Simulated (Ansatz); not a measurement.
Computed results, one entry a study.

```
! title: Screened interactions in AgCl (Chlorargyrite)
! method: DFT, LDA, plane waves, PAW (and 1 further level or step)
! program: Ansatz 0.2.0
! settings of one run: cutoff 420 eV, 12×12×12 k-mesh, smearing width 0.08 eV, default PAW, coordination {"Ag": "octahedral"}, magnetic state non-magnetic by constraint, PAW set soft 2
! cost: 2 runs, 6 min in all on 4 threads of Arm Neoverse V2, shared host (the runs of this entry)
! notes: The database entry behind the starting cell differs from later determinations by our own check (an axis about 1.4 % short against later determinations). The cell and positions come from the Crystallography Open Database and are kept as given unless a step says otherwise. Limits: no spin-orbit coupling.
! Ag d + anion p: U 5.91 eV, U′ 4.82 eV, J 0.54 eV, bare V 18.6 eV
! method: constrained RPA on non-magnetic LDA, 6×6×6 mesh, static
CELL_PARAMETERS angstrom
0.00000 -2.73500 -2.73500
2.73500 0.00000 -2.73500
2.73500 -2.73500 0.00000
ATOMIC_POSITIONS crystal
Ag 0.00000 0.00000 0.00000
Cl 0.50000 0.50000 0.50000
```

[Paths, hosts, dates, memory and timing lines, banners, echoed tables and standing remarks are left out of the program output.]

[Logs are printed without paths, hosts, clocks, repeated set-up lines and the standing remarks that a program may print on its own settings, such as how far it seeks lower states.]

[Runs of the session that timed out or met a known fault of the program may be left out.]

[Hosts, paths, dates, database ids (printed as entryN), source tags and the programs' standing remarks are cut or masked in the printed files.]
